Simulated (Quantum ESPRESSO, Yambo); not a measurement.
# NbInO4 (P2/c): G0W0 in Yambo against the screening cutoff, part 2 of 2

Aim: move the screening cutoff of a G0W0 run on NbInO4 (P2/c) over a wide range.

Yambo 5.3.0; LDA and many-body steps on it, plane waves. Known limits of the many-body steps: not at the basis limit; no spin-orbit coupling; coarse k mesh.

So far. Step 2 (1.5 Ha): The gap on the mesh goes from 3.31 eV to 5.40 eV, a correction of +2.09 eV. Step 3 (2.25 Ha): Against the run before, the gap moves by −0.100 eV.

**4. 4.5 Ha**

Level of this step: G0W0 on LDA, plane waves, norm-conserving pseudopotentials (Yambo).

gw9.in

```
HF_and_locXC
gw0
dyson
ppa
em1d
rim_cut
RandQpts= 1000000
RandGvec= 1 RL
EXXRLvcs= 80 Ry
VXCRLvcs= 320 Ry
Chimod= "HARTREE"
% BndsRnXp
 1 | 128 |
%
NGsBlkXp= 9 Ry
% LongDrXp
 1 | 1 | 1 |
%
% GbndRnge
 1 | 128 |
%
DysSolver= "n"
ExtendOut
PPAPntXp= 27.21138 eV
% QPkrange
 9 | 9 | 57 | 60 |
 6 | 6 | 57 | 60 |
 1 | 1 | 57 | 60 |
%
```

Run with:

```
> OMP_NUM_THREADS=2 mpirun -n 4 yambo -F gw9.in -J gw9 -C gw9 > gw9.log
```

The log of the run:

```text
 Yambo, version 5.3.0

 [02] CORE Variables Setup
 =========================

  [... cell, symmetries and grids as in the set-up ...]

  [02.05] Energies & Occupations
  ==============================

  [X] === General ===
  [X] Electronic Temperature                        :  0.000000  0.000000 [eV K]
  [X] Bosonic    Temperature                        :  0.000000  0.000000 [eV K]
  [X] Finite Temperature mode                       : no
  [X] El. density                                   :  0.80827E+24 [cm-3]
[...]
QP @ state[ 1 ] b range                          :   57   60
   QP @ state[ 2 ] K range                          :   6   6
   QP @ state[ 2 ] b range                          :   57   60
   QP @ state[ 3 ] K range                          :   9   9
   QP @ state[ 3 ] b range                          :   57   60
   GF energies kind                                 : Slater exchange(X)+Perdew & Wang(C)
   GF WF`s kind                                     : Slater exchange(X)+Perdew & Wang(C)
   Xs energies kind                                 : Slater exchange(X)+Perdew & Wang(C)
   Xs WF`s kind                                     : Slater exchange(X)+Perdew & Wang(C)

 [11] Game Over & Game summary
```

The job ended after 2.4 min (4 MPI ranks of Arm Neoverse V2, shared host; peak memory 5.7 GiB; 18 min of CPU time).

Numbers from this step:

```yaml
g0w0_gap_on_the_points_computed: 5.228 eV
starting_gap_on_the_mesh: 3.307 eV
k_of_the_valence_top: -0.5, 0, 0
k_of_the_conduction_bottom: 0.25, 0, -0.5
least_direct_g0w0_gap_on_the_computed_points: 5.330 eV
```

Against the run before, the gap moves by −0.069 eV.

**5. 5.5 Ha**

gw10.in, as its differences from gw9.in of step 4:

```diff
@@ -14,3 +14,3 @@
 %
-NGsBlkXp= 9 Ry
+NGsBlkXp= 11 Ry
 % LongDrXp
```

Run with:

```
> OMP_NUM_THREADS=2 mpirun -n 4 yambo -F gw10.in -J gw10 -C gw10 > gw10.log
```

The log of the run:

```text
 Yambo, version 5.3.0

 [02] CORE Variables Setup
 =========================

  [... cell, symmetries and grids as in the set-up ...]

  [02.05] Energies & Occupations
  ==============================

  [X] === General ===
  [X] Electronic Temperature                        :  0.000000  0.000000 [eV K]
  [X] Bosonic    Temperature                        :  0.000000  0.000000 [eV K]
  [X] Finite Temperature mode                       : no
  [X] El. density                                   :  0.80827E+24 [cm-3]
[...]
QP @ state[ 1 ] b range                          :   57   60
   QP @ state[ 2 ] K range                          :   6   6
   QP @ state[ 2 ] b range                          :   57   60
   QP @ state[ 3 ] K range                          :   9   9
   QP @ state[ 3 ] b range                          :   57   60
   GF energies kind                                 : Slater exchange(X)+Perdew & Wang(C)
   GF WF`s kind                                     : Slater exchange(X)+Perdew & Wang(C)
   Xs energies kind                                 : Slater exchange(X)+Perdew & Wang(C)
   Xs WF`s kind                                     : Slater exchange(X)+Perdew & Wang(C)

 [11] Game Over & Game summary
```

Run time: 3.5 min. Hardware: 4 MPI ranks; peak memory 5.7 GiB; 26 min of CPU time.

Numbers from this step:

| Property | Result |
| --- | --- |
| G0W0 gap on the points computed | 5.214 eV |
| starting gap on the mesh | 3.307 eV |
| k of the valence top | -0.5, 0, 0 |
| k of the conduction bottom | 0.25, 0, -0.5 |
| least direct G0W0 gap on the computed points | 5.316 eV |

Against the run before, the gap moves by −0.014 eV.

**6. 7 Ha**

gw11.in, as its differences from gw10.in of step 5:

```diff
@@ -14,3 +14,3 @@
 %
-NGsBlkXp= 11 Ry
+NGsBlkXp= 14 Ry
 % LongDrXp
```

Run with:

```
> OMP_NUM_THREADS=2 mpirun -n 4 yambo -F gw11.in -J gw11 -C gw11 > gw11.log
```

The log of the run:

```text
 Yambo, version 5.3.0

 [02] CORE Variables Setup
 =========================

  [... cell, symmetries and grids as in the set-up ...]

  [02.05] Energies & Occupations
  ==============================

  [X] === General ===
  [X] Electronic Temperature                        :  0.000000  0.000000 [eV K]
  [X] Bosonic    Temperature                        :  0.000000  0.000000 [eV K]
  [X] Finite Temperature mode                       : no
  [X] El. density                                   :  0.80827E+24 [cm-3]
[...]
QP @ state[ 1 ] b range                          :   57   60
   QP @ state[ 2 ] K range                          :   6   6
   QP @ state[ 2 ] b range                          :   57   60
   QP @ state[ 3 ] K range                          :   9   9
   QP @ state[ 3 ] b range                          :   57   60
   GF energies kind                                 : Slater exchange(X)+Perdew & Wang(C)
   GF WF`s kind                                     : Slater exchange(X)+Perdew & Wang(C)
   Xs energies kind                                 : Slater exchange(X)+Perdew & Wang(C)
   Xs WF`s kind                                     : Slater exchange(X)+Perdew & Wang(C)

 [11] Game Over & Game summary
```

Wall time 6.2 min (4 MPI ranks); peak memory 5.8 GiB.

Numbers from this step:

```
G0W0 gap on the points computed              : 5.202 eV
starting gap on the mesh                     : 3.307 eV
k of the valence top                         : -0.5, 0, 0
k of the conduction bottom                   : 0.25, 0, -0.5
least direct G0W0 gap on the computed points : 5.305 eV
```

Against the run before, the gap moves by −0.012 eV.

**7. The runs together**

Times are wall times on 4 MPI ranks of Arm Neoverse V2, shared host, good to a factor of about two.

```tsv
run	mesh	bands	screening cutoff (eV)	DFT gap (eV)	gap on the mesh (eV)	direct (eV)	time
1.5 Ha	4×2×2	128	40.8	3.307	5.396	5.482	66 s
2.25 Ha	4×2×2	128	61.2	3.307	5.296	5.389	70 s
4.5 Ha	4×2×2	128	122.5	3.307	5.228	5.330	2.4 min
5.5 Ha	4×2×2	128	149.7	3.307	5.214	5.316	3.5 min
7 Ha	4×2×2	128	190.5	3.307	5.202	5.305	6.2 min
```

**8. Results**

```yaml
1p5_ha: 5.396 eV
2p25_ha: 5.296 eV
4p5_ha: 5.228 eV
5p5_ha: 5.214 eV
7_ha: 5.202 eV
known_limits: not at the basis limit; no spin-orbit coupling; coarse k mesh
```

**Reading.** The setting moved: screening cutoff. From 1.5 Ha to 7 Ha the gap moves by −0.19 eV, for 5.7 times the time. The last step still moves it by −0.012 eV. Bands and screening cutoff are coupled, so a series along one setting does not show full convergence. Bands and cutoff are finite, so the gap is not at the basis limit. The miss can reach some tenths of an eV and take either sign; the mesh is an error of its own. In the G0W0 runs levels were corrected at 3 k points alone, so a gap called «on the mesh» is the least over those, and an edge elsewhere would be missed. The 4×2×2 mesh is coarse for this cell, which bears on the long-range parts of exchange and screening. The many-body steps are scalar-relativistic: spin-orbit coupling is not in them.

[Paths, hosts, dates, memory and timing lines, banners, echoed tables and standing remarks are left out of the program output.]

[Logs are printed without paths, hosts, clocks, repeated set-up lines and the standing remarks that a program may print on its own settings, such as how far it seeks lower states.]

[Runs of the session that timed out or met a known fault of the program may be left out.]

[Hosts, paths, dates, database ids (printed as entryN), source tags and the programs' standing remarks are cut or masked in the printed files.]
